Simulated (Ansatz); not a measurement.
# What TaAgS3 (model cell, started as cubic perovskite with Ta in the octahedra) distorts into

Aim: this structure of TaAgS3 (model cell, started as cubic perovskite with Ta in the octahedra) is to be tested for unstable modes, and one is followed downhill.

Method: DFT PBE, scalar-relativistic, plane waves, PAW, in Ansatz 0.2.0.

Report form: the programs' logs are mostly left out.

The structure was built from a prototype and need not be the compound's stable phase.

## 1. The structure

The structure is cubic, space group Pm-3m (No. 221). The conventional cell has a = 4.812 Å, b = 4.812 Å, c = 4.812 Å, α = 90.00°, β = 90.00°, γ = 90.00°. Nearest to Ag lie 12 S at 3.40 Å. Ta has 6 S at 2.41 Å nearest. Nearest to S lie 2 Ta at 2.41 Å. Farther neighbours and most contacts between anions are not listed.

## 2. The dispersion

The cell comes from relaxations at this level that are not shown. Stability and thermal properties need the whole zone. Linear response on a 2×2×2 q mesh gives force constants as far as a supercell of that size would.

Input file input.yaml:

```yaml
crystal:
  lattice:
    - [4.8116307016, 0.0, 0.0]
    - [0.0, 4.8116307016, 0.0]
    - [0.0, 0.0, 4.8116307016]
  atoms:
    - { symbol: Ag, position: [0.0, 0.0, 0.0] }
    - { symbol: Ta, position: [0.5, 0.5, 0.5] }
    - { symbol: S, position: [0.5, 0.5, 0.0] }
    - { symbol: S, position: [0.5, 0.0, 0.5] }
    - { symbol: S, position: [0.0, 0.5, 0.5] }
kpoints:
  mp_grid: { grid: [8, 8, 8] }
hamiltonian:
  xc: pbe
scf:
  occupations: { method: methfessel_paxton, width: 0.2 }
output:
  eigenvalues: true
phonons:
  method: dfpt
  qmesh: [2, 2, 2]
  temperatures: { t_max: 1000, t_step: 50 }
  qpath:
    path:
      - [[0.0, 0.0, 0.0], [0.0, 0.5, 0.0], [0.5, 0.5, 0.0], [0.0, 0.0, 0.0], [0.5, 0.5, 0.5], [0.0, 0.5, 0.0]]
      - [[0.5, 0.5, 0.5], [0.5, 0.5, 0.0]]
    npoints: 10
```

The run is started by

```bash
ansatz run input.yaml --threads 8 --pin off --max-ram 14336MiB --backend cpu --events-out ev --progress --plain --runs-dir out
```

The job ended after 3.9 min (8 threads of Arm Neoverse N1, shared host; peak memory 1.5 GiB).

This step gave:

| Property | Result |
| --- | --- |
| volume per atom | 22.28 Å³ |
| gap on the k-mesh | 0 eV |
| sum-rule residual before enforcement | 7.16e-5 eV/Å² |
| lowest frequency on the path | -181.1 cm⁻¹ |
| point group | m-3m |
| highest frequency on the path or at a solved wavevector | 501.7 cm⁻¹ |
| highest optical mode at the zone centre (no LO-TO term) | 338.7 cm⁻¹ |
| lowest optical zone-centre mode | -127.3 cm⁻¹ |
| lowest mode on the q mesh (acoustic modes at Γ apart) | -181.1 cm⁻¹ |

Frequencies (cm⁻¹) solved at each irreducible wavevector; negative means imaginary. Frequencies by wavevector, by row:

| q in reciprocal lattice units | star | mode 1 | mode 2 | mode 3 | mode 4 | mode 13 | mode 14 | mode 15 |
| --- | --- | --- | --- | --- | --- | --- | --- | --- |
| 0 0 0 | 1 | -127.3 | -127.3 | -127.3 | -86.2 | 338.7 | 338.7 | 338.7 |
| 0 0 -0.5 | 3 | -97.5 | -60.2 | -60.2 | -55.7 | 334.3 | 334.3 | 440.9 |
| 0 -0.5 -0.5 | 3 | -181.1 | -55.8 | -55.8 | -48.8 | 192.1 | 330.9 | 476.5 |
| -0.5 -0.5 -0.5 | 1 | -173.7 | -173.7 | -173.7 | -136.9 | 192.3 | 192.3 | 501.7 |

Interpolated from a 2×2×2 q mesh. The phonon branches at the labelled points (cm⁻¹):

| point | branch 1 | branch 2 | branch 3 | branch 4 | branch 12 | branch 13 | branch 14 | branch 15 |
| --- | --- | --- | --- | --- | --- | --- | --- | --- |
| Γ | -127 | -127 | -127 | -86 | 0 | 339 | 339 | 339 |
| halfway | -113 | -94 | -94 | -64 | 124 | 337 | 337 | 389 |
| X | -98 | -60 | -60 | -56 | 183 | 334 | 334 | 441 |
| halfway | -147 | -56 | -52 | -51 | 192 | 270 | 333 | 460 |
| M | -181 | -56 | -56 | -49 | 184 | 192 | 331 | 476 |
| halfway | -135 | -60 | -58 | -55 | 158 | 302 | 335 | 427 |
| Γ | -127 | -127 | -127 | -86 | 0 | 339 | 339 | 339 |
| halfway | -135 | -111 | -111 | -52 | 172 | 279 | 279 | 461 |
| R | -174 | -174 | -174 | -137 | 192 | 192 | 192 | 502 |
| halfway | -148 | -121 | -112 | -53 | 195 | 227 | 251 | 484 |
| X | -98 | -60 | -60 | -56 | 183 | 334 | 334 | 441 |
| jump to R | -174 | -174 | -174 | -137 | 192 | 192 | 192 | 502 |
| halfway | -177 | -127 | -127 | -53 | 185 | 192 | 204 | 496 |
| M | -181 | -56 | -56 | -49 | 184 | 192 | 331 | 476 |

Symmetry leaves 4 wavevectors to solve. The lowest mode among them, the acoustic zeros apart, lies at q = (0, -0.5, -0.5) and is imaginary, 181.1i cm⁻¹, so the energy falls along it.

## 3. The mode frozen in, largest atomic shift 0 Å

The mode followed lies at q = (0, -0.5, -0.5) with frequency 181.1i cm⁻¹, the softest among the wavevectors solved. At small amplitude the distorted cell has space group no. 127 by a symmetry search on the positions. The undistorted cell that holds it gives the zero of energy on the same k mesh.

System of this step: TaAgS3 (model cell, started as cubic perovskite with Ta in the octahedra). It takes space group Pm-3m (No. 221, cubic). Conventional cell: a = 4.812 Å, b = 4.812 Å, c = 4.812 Å, α = 90.00°, β = 90.00°, γ = 90.00°. Ag has 12 S at 3.40 Å nearest. Nearest to Ta lie 6 S at 2.41 Å. S has 2 Ta at 2.41 Å nearest. S has 2 Ta at 2.41 Å nearest. Farther neighbours and most contacts between anions are not listed.

Input file input.yaml:

```yaml
crystal:
  lattice:
    - [-4.8116307016, 0.0, 0.0]
    - [0.0, -4.8116307016, -4.8116307016]
    - [0.0, -4.8116307016, 4.8116307016]
  atoms:
    - { symbol: Ag, position: [0.0, 0.5, 0.5] }
    - { symbol: Ag, position: [0.0, 1.0, 1.0] }
    - { symbol: Ta, position: [0.5, 1.0, 0.5] }
    - { symbol: Ta, position: [0.5, 0.5, 0.0] }
    - { symbol: S, position: [0.5, 0.25, 0.25] }
    - { symbol: S, position: [0.5, 0.75, 0.75] }
    - { symbol: S, position: [0.5, 0.75, 0.25] }
    - { symbol: S, position: [0.5, 0.25, 0.75] }
    - { symbol: S, position: [0.0, 1.0, 0.5] }
    - { symbol: S, position: [0.0, 0.5, 0.0] }
kpoints:
  mp_grid: { grid: [8, 6, 6] }
hamiltonian:
  xc: pbe
scf:
  occupations: { method: methfessel_paxton, width: 0.2 }
output:
  forces: true
  stress: true
  eigenvalues: true
```

Elapsed: 7.7 s, on 8 threads; peak memory 1.2 GiB.

Numbers from this step:

```yaml
pressure: -0.04818 GPa
energy_from_the_undistorted_cell: 0 meV/atom
```

The run ends at a pressure of -0.05 GPa.

## 4. The mode frozen in, largest atomic shift 0.6 Å

The atoms are moved along the unstable eigenvector, the largest shift by 0.6 Å, with the cell fixed.

input.yaml, the sections that differ from step 3:

```yaml
crystal:
  lattice:
    - [-4.8116307016, 0.0, 0.0]
    - [0.0, -4.8116307016, -4.8116307016]
    - [0.0, -4.8116307016, 4.8116307016]
  atoms:
    - { symbol: Ag, position: [0.0, 0.5, 0.5] }
    - { symbol: Ag, position: [0.0, 1.0, 1.0] }
    - { symbol: Ta, position: [0.5, 1.0, 0.5] }
    - { symbol: Ta, position: [0.5, 0.5, 0.0] }
    - { symbol: S, position: [0.5, 0.3123489246, 0.3123489246] }
    - { symbol: S, position: [0.5, 0.6876510754, 0.6876510754] }
    - { symbol: S, position: [0.5, 0.8123489246, 0.1876510754] }
    - { symbol: S, position: [0.5, 0.1876510754, 0.8123489246] }
    - { symbol: S, position: [0.0, 1.0, 0.5] }
    - { symbol: S, position: [0.0, 0.5, 0.0] }
# kpoints, hamiltonian, scf, output: as in step 3
```

Run time: 8.6 s. Hardware: 8 threads; peak memory 1.2 GiB; 66 s of CPU time.

This step gave:

```
pressure                         : -4.458 GPa
energy from the undistorted cell : -141.5 meV/atom
```

The energy, extrapolated to zero smearing, is -141.50 meV/atom against the undistorted cell.

The run ends at a pressure of -4.46 GPa, with forces up to 0.56 eV/Å.

## 5. Energy along the mode, all amplitudes (two of the runs are shown above)

An imaginary frequency means negative curvature, so the energy should fall and then rise again as anharmonic terms take over.

This step gave:

```
depth at the lowest point sampled  : 141.5 meV/atom
largest atomic shift at that point : 0.6 Å
```

Table of energy from the parent by largest atomic shift:

| largest atomic shift (Å) | energy from the parent (meV/atom) |
| --- | --- |
| 0.000 | 0 |
| 0.040 | -1.17 |
| 0.080 | -4.66 |
| 0.140 | -13.9 |
| 0.220 | -32.4 |
| 0.320 | -61.0 |
| 0.450 | -101 |
| 0.600 | -142 |

Displacement at unit largest shift by atom:

| atom | x (Å) | y (Å) | z (Å) | size |
| --- | --- | --- | --- | --- |
| Ag1 | 0.00 | 0.00 | 0.00 | 0.00 |
| Ag2 | 0.00 | 0.00 | 0.00 | 0.00 |
| Ta3 | 0.00 | 0.00 | 0.00 | 0.00 |
| Ta4 | 0.00 | 0.00 | 0.00 | 0.00 |
| S5 | 0.00 | -1.00 | 0.00 | 1.00 |
| S6 | 0.00 | 1.00 | 0.00 | 1.00 |
| S7 | 0.00 | 0.00 | -1.00 | 1.00 |
| S8 | 0.00 | 0.00 | 1.00 | 1.00 |
| S9 | 0.00 | 0.00 | 0.00 | 0.00 |
| S10 | 0.00 | 0.00 | 0.00 | 0.00 |

The lowest of the steps tried is the last one, at 0.6 Å, 142 meV/atom below the parent; the bottom of the well need not coincide with a step.

## 6. Relaxation from the frozen mode

Starting from the lowest point found, all atoms and the cell are let go, so that strain and other modes of the same symmetry can join in.

input.yaml: that of step 4 with these lines changed.

```diff
@@ -26 +26,10 @@
   eigenvalues: true
+  write_density: true
+  write_potential: true
+  elf: true
+  volumetric_format: npy
+relax:
+  adjacent_minimum: "off"
+  f_tol: 0.002
+  max_steps: 120
+  cell: { stress_tol: 0.03 }
```

Wall time 81 s (8 threads); peak memory 1.2 GiB.

Step by step:

| step | energy less that of the first step (eV) | largest force component (eV/Å) | pressure (GPa) | volume (Å³) |
| --- | --- | --- | --- | --- |
| 1 | 0.0000 | 0.5566 | -4.46 | 222.80 |
| 2 | -0.5877 | 0.2868 | 0.01 | 205.59 |
| 3 | -0.6105 | 0.1792 | 0.23 | 202.79 |
| 4 | -0.6256 | 0.0211 | -0.02 | 204.39 |
| 5 | -0.6263 | 0.0015 | -0.10 | 204.62 |
| 6 | -0.6264 | 0.0055 | 0.07 | 204.30 |
| 7 | -0.6264 | 0.0001 | 0.00 | 204.43 |
| 8* | -0.6235 | 0.0001 | 0.00 | 204.43 |

Relaxation steps marked * repeat the geometry before them on a plane-wave basis chosen anew for their cell, so energy and pressure can jump there.

The run keeps the 16 symmetry operations that it works with, so distortions that break them were not tested.

| cell as run | before | after | change |
| --- | --- | --- | --- |
| a (Å) | 4.812 | 4.706 | -2.2 % |
| b (Å) | 6.805 | 6.591 | -3.1 % |
| c (Å) | 6.805 | 6.591 | -3.1 % |
| volume (Å³/atom) | 22.28 | 20.44 | -8.2 % |

The atoms that moved most (Å, as changes of fractional coordinates times the final cell):

| atom | dx | dy | dz | length |
| --- | --- | --- | --- | --- |
| S7 | 0.000 | 0.000 | -0.244 | 0.244 |
| S5 | 0.000 | -0.244 | 0.000 | 0.244 |
| S8 | 0.000 | 0.000 | 0.244 | 0.244 |
| S6 | 0.000 | 0.244 | 0.000 | 0.244 |

Numbers from this step:

```yaml
pressure: -0.004089 GPa
volume_per_atom: 20.44 Å³
```

Valence density in the ac plane at fractional y = 0.000, with atoms of Ag and Ta and S within 0.2 Å of it. It is the smooth field of the valence electrons, not physical close to the nuclei.

Values in e/Å³, 19 rows by 14 columns, each cell a mean:
```
15  9  2  0  0  0  0  0  0  0  0  1  4 12
 5  3  1  0  0  0  0  0  0  0  0  0  2  4
 1  1  0  0  0  0  0  0  0  0  0  0  0  1
 0  0  0  0  0  0  0  0  0  0  0  0  0  0
 0  0  0  0  0  0  0  0  0  0  0  0  0  0
 0  0  0  0  0  0  0  0  0  0  0  0  0  0
 1  0  0  0  0  0  1  1  1  0  0  0  0  1
 1  1  1  0  0  1  3  3  2  1  0  1  1  1
 1  1  1  1  1  3  4  4  4  2  1  1  1  1
 0  1  1  1  1  3  4  4  4  2  1  1  1  1
 1  1  1  1  1  2  4  4  3  1  0  1  1  1
 1  1  0  0  0  1  1  2  1  0  0  0  1  1
 0  0  0  0  0  0  0  0  0  0  0  0  0  0
 0  0  0  0  0  0  0  0  0  0  0  0  0  0
 0  0  0  0  0  0  0  0  0  0  0  0  0  0
 0  0  0  0  0  0  0  0  0  0  0  0  0  0
 3  2  1  0  0  0  0  0  0  0  0  0  1  2
11  6  2  0  0  0  0  0  0  0  0  1  3  8
19 11  3  0  0  0  0  0  0  0  0  1  6 15
```
Columns run along a (4.7 Å), rows up along c (6.6 Å). Atoms in or near the plane, at fractional coordinates: Ag at (0.00, 0.00), Ta at (0.50, 0.50), S at (0.00, 0.50).

ELF in the ac plane at fractional y = 0.000, with atoms of Ag and Ta and S within 0.2 Å of it. It is the smooth field of the valence electrons, not physical close to the nuclei.

Values, 19 rows by 14 columns, each cell a mean:
```
0.74 0.62 0.42 0.17 0.14 0.23 0.29 0.30 0.27 0.19 0.12 0.26 0.51 0.68
0.54 0.46 0.28 0.13 0.22 0.44 0.57 0.59 0.54 0.36 0.15 0.18 0.36 0.51
0.32 0.25 0.15 0.12 0.32 0.59 0.70 0.72 0.67 0.50 0.20 0.12 0.19 0.29
0.12 0.10 0.08 0.12 0.36 0.60 0.71 0.73 0.68 0.52 0.23 0.09 0.09 0.11
0.11 0.10 0.08 0.11 0.25 0.45 0.57 0.60 0.53 0.38 0.17 0.09 0.09 0.10
0.52 0.45 0.32 0.17 0.16 0.21 0.26 0.27 0.25 0.19 0.15 0.22 0.38 0.49
0.82 0.79 0.67 0.37 0.14 0.16 0.28 0.32 0.23 0.13 0.20 0.52 0.73 0.81
0.74 0.82 0.82 0.52 0.21 0.46 0.68 0.70 0.62 0.32 0.26 0.70 0.84 0.79
0.17 0.57 0.83 0.56 0.33 0.65 0.50 0.30 0.63 0.55 0.30 0.74 0.78 0.37
0.07 0.49 0.82 0.56 0.35 0.66 0.39 0.14 0.57 0.58 0.31 0.75 0.75 0.25
0.51 0.74 0.83 0.55 0.26 0.59 0.67 0.60 0.68 0.45 0.28 0.73 0.83 0.64
0.84 0.84 0.77 0.46 0.16 0.25 0.47 0.53 0.39 0.18 0.23 0.62 0.81 0.84
0.69 0.63 0.47 0.24 0.14 0.15 0.19 0.20 0.17 0.14 0.16 0.34 0.55 0.67
0.24 0.21 0.15 0.12 0.21 0.35 0.45 0.47 0.42 0.30 0.15 0.12 0.17 0.22
0.08 0.07 0.07 0.12 0.32 0.55 0.67 0.69 0.64 0.47 0.21 0.08 0.07 0.07
0.22 0.17 0.11 0.13 0.36 0.61 0.72 0.73 0.69 0.53 0.23 0.11 0.14 0.20
0.46 0.38 0.22 0.12 0.26 0.52 0.65 0.67 0.62 0.43 0.17 0.15 0.29 0.42
0.66 0.56 0.37 0.15 0.16 0.31 0.41 0.43 0.38 0.25 0.13 0.23 0.45 0.61
0.82 0.67 0.45 0.18 0.12 0.16 0.19 0.19 0.18 0.14 0.12 0.29 0.55 0.75
```
Columns run along a (4.7 Å), rows up along c (6.6 Å). Atoms in or near the plane, at fractional coordinates: Ag at (0.00, 0.00), Ta at (0.50, 0.50), S at (0.00, 0.50).

Electrostatic potential energy in the ac plane at fractional y = 0.000, with atoms of Ag and Ta and S within 0.2 Å of it. With pseudopotentials it is smooth inside the atoms' cores, unlike the true potential.

Ten even steps from '0' (-46 eV) to '9' (13 eV), each cell a mean:
```
23589999999743
45799999999864
78999999999987
99999999999999
99999999999999
99999988899999
88998766689998
35787421358864
43586200037743
43575100037733
33686300147853
67898644578986
99999887889999
99999999999999
99999999999999
89999999999998
56899999999976
34689999999853
23589999999742
```
Columns run along a (4.7 Å; values clipped at the 3rd and 97th percentile), rows up along c (6.6 Å). Atoms in or near the plane, at fractional coordinates: Ag at (0.00, 0.00), Ta at (0.50, 0.50), S at (0.00, 0.50).

The distorted start has space group P4/mbm; the relaxation ends in P4/mbm.

## 7. The new phase in its own primitive cell

The relaxed structure is symmetrised, reduced to its primitive cell and relaxed tightly, as its phonons need.

Input file input.yaml:

```yaml
crystal:
  lattice:
    - [6.5906771208, 0.0, 0.0]
    - [0.0, 6.5906771208, 0.0]
    - [0.0, 0.0, 4.7064327373]
  atoms:
    - { symbol: Ag, position: [0.5, 0.0, 0.0] }
    - { symbol: Ag, position: [0.0, 0.5, 0.0] }
    - { symbol: Ta, position: [0.0, 0.0, 0.5] }
    - { symbol: Ta, position: [0.5, 0.5, 0.5] }
    - { symbol: S, position: [0.3385224906, 0.8385224906, 0.5] }
    - { symbol: S, position: [0.6614775094, 0.1614775094, 0.5] }
    - { symbol: S, position: [0.8385224906, 0.6614775094, 0.5] }
    - { symbol: S, position: [0.1614775094, 0.3385224906, 0.5] }
    - { symbol: S, position: [0.0, 0.0, 0.0] }
    - { symbol: S, position: [0.5, 0.5, 0.0] }
kpoints:
  mp_grid: { grid: [6, 6, 8] }
hamiltonian:
  xc: pbe
scf:
  occupations: { method: methfessel_paxton, width: 0.2 }
output:
  forces: true
  stress: true
  eigenvalues: true
relax:
  adjacent_minimum: "off"
  f_tol: 0.001
  max_steps: 60
  cell: { stress_tol: 0.01 }
```

Elapsed: 21 s, on 8 threads; peak memory 1.1 GiB.

Little changed from the start: no atom moved by 0.005 Å and no cell edge by 0.1 %.

This step gave:

| Item | Value |
| --- | --- |
| pressure | -0.004092 GPa |

The largest force component left is 0.054 meV/Å and the pressure is -0.004 GPa, within the tolerances set. The cell now holds 20.44 Å³/atom.

## 8. Modes of the new phase, k-mesh 6×6×8

A relaxed structure may still be a saddle point, so its zone-centre modes are computed. No field response is asked, since the mesh shows no gap.

input.yaml: that of step 7 with these lines changed.

```diff
@@ -23,9 +23,4 @@
 output:
-  forces: true
-  stress: true
   eigenvalues: true
-relax:
-  adjacent_minimum: "off"
-  f_tol: 0.001
-  max_steps: 60
-  cell: { stress_tol: 0.01 }
+phonons:
+  method: dfpt
```

The job ended after 5 min (8 threads; peak memory 4 GiB; 38 min of CPU time).

Numbers from this step:

```
sum-rule residual before enforcement                    : 1.56e-4 eV/Å²
point group                                             : 4/mmm
highest optical mode at the zone centre (no LO-TO term) : 404.6 cm⁻¹
lowest optical zone-centre mode                         : -64.94 cm⁻¹
```

Patterns of degenerate modes are one choice out of their space. Modes at Γ, with each element's share of the kinetic energy (negative means imaginary):

| mode | frequency (cm⁻¹) | symmetry | Ag % | Ta % | S % |
| --- | --- | --- | --- | --- | --- |
| 1 | -64.9 | Eu | 4 | 18 | 78 |
| 2 | -64.9 | Eu | 4 | 18 | 78 |
| 3 | 0.0 | acoustic | 28 | 47 | 25 |
| 4 | 0.0 | acoustic | 28 | 47 | 25 |
| 5 | 0.0 | acoustic | 28 | 47 | 25 |
| 6 | 24.6 | A1u | 0 | 95 | 5 |
| 7 | 27.0 | A2u | 28 | 49 | 23 |
| 8 | 41.2 | Eu | 85 | 13 | 2 |
| 9 | 41.2 | Eu | 85 | 13 | 2 |
| 10 | 47.9 | B1u | 93 | 0 | 7 |
| 11 | 53.9 | Eu | 72 | 19 | 9 |
| 12 | 53.9 | Eu | 72 | 19 | 9 |
| 13 | 83.1 | A2u | 44 | 0 | 56 |
| 14 | 109.0 | Eu | 9 | 40 | 51 |
| 15 | 109.0 | Eu | 9 | 40 | 51 |
| 16 | 119.0 | Eg | 0 | 0 | 100 |
| 17 | 119.0 | Eg | 0 | 0 | 100 |
| 18 | 140.7 | B1u | 7 | 0 | 93 |
| 19 | 156.3 | Eu | 0 | 2 | 98 |
| 20 | 156.3 | Eu | 0 | 2 | 98 |
| 21 | 161.8 | Eu | 1 | 60 | 39 |
| 22 | 161.8 | Eu | 1 | 60 | 39 |
| 23 | 222.8 | A1g | 0 | 0 | 100 |
| 24 | 243.3 | B2g | 0 | 0 | 100 |
| 25 | 271.3 | Eu | 0 | 1 | 99 |
| 26 | 271.3 | Eu | 0 | 1 | 99 |
| 27 | 328.1 | B1g | 0 | 0 | 100 |
| 28 | 365.6 | A1u | 0 | 5 | 95 |
| 29 | 369.2 | A2u | 0 | 4 | 96 |
| 30 | 404.6 | A2g | 0 | 0 | 100 |

Displacements in mode 1 (-64.9 cm⁻¹), the largest set to 1:
```
Ag1  0.00  0.11  0.00
Ag2 -0.08 -0.14  0.00
Ta3 -0.18 -0.14  0.00
Ta4 -0.23  0.01  0.00
S5   0.13 -0.18  0.00
S6   0.13 -0.18  0.00
S7   0.29  0.31  0.00
S8   0.29  0.31  0.00
S9   0.71  0.72  0.00
S10  1.00 -0.17  0.00
```

Displacements in mode 18 (140.7 cm⁻¹), the largest set to 1:
```
Ag1  0.00  0.00 -0.21
Ag2  0.00  0.00  0.21
Ta3  0.00  0.00  0.00
Ta4  0.00  0.00  0.00
S5   0.00  0.00  1.00
S6   0.00  0.00  1.00
S7   0.00  0.00 -1.00
S8   0.00  0.00 -1.00
S9   0.00  0.00  0.00
S10  0.00  0.00  0.00
```

Before it was imposed, the acoustic sum rule was missed by 1.6e-4 eV/Å². Small misses are needed for a sound result but don't prove that mesh and cutoff are converged. The lowest optical mode is imaginary, 64.9i cm⁻¹, so the energy falls along it.

## 9. Summary of results

- unstable mode of the parent: q = (0, -0.5, -0.5), 181i cm⁻¹
- depth at the lowest point sampled: 142 meV/atom
- largest atomic shift at that point: 0.6 Å
- space group reached (within 0.01 Å): P4/mbm
- energy gained over the parent (first relaxation, on the mesh of the frozen mode): 204 meV/atom
- volume per atom, phase reached: 20.4 Å³
- lowest optical zone-centre mode, phase reached: -64.9 cm⁻¹
- highest optical mode at the zone centre (no LO-TO term), phase reached: 405 cm⁻¹

Along this mode the structure falls into P4/mbm, 204 meV/atom below the parent. At the parent's cell the well is 141.5 meV/atom deep on the steps tried, with its lowest point at a shift of 0.6 Å. That is the last step tried, so the steps alone don't bracket the bottom of the well. Relaxing atoms and cell changes the gain by +62.69 meV/atom against the lowest step (energies at zero smearing). The new phase still has an imaginary mode at the zone centre of its cell, so it is a saddle point on the way to a lower structure. Of the 6 patterns followed to their end from this parent, this one ends 79.0 meV/atom above the lowest, Imma. Each path keeps the symmetry of its pattern, so a lower phase may lie along a pattern not tried. With no gap, or one that is small against the smearing, the frequencies hang on the k mesh and the smearing, most of all near Kohn anomalies. A semilocal functional can close a gap that the real compound would have, so the metallic treatment may be an artefact of the level. Spin-orbit coupling is left out, which can matter for the heavy elements here. The starting cell was built on a prototype and not taken from a measurement, so the phase need not exist.

[Logs are printed without paths, hosts, clocks, repeated set-up lines and the standing remarks that a program may print on its own settings, such as how far it seeks lower states.]

[Hosts, paths, dates, database ids (printed as entryN), source tags and the programs' standing remarks are cut or masked in the printed files.]
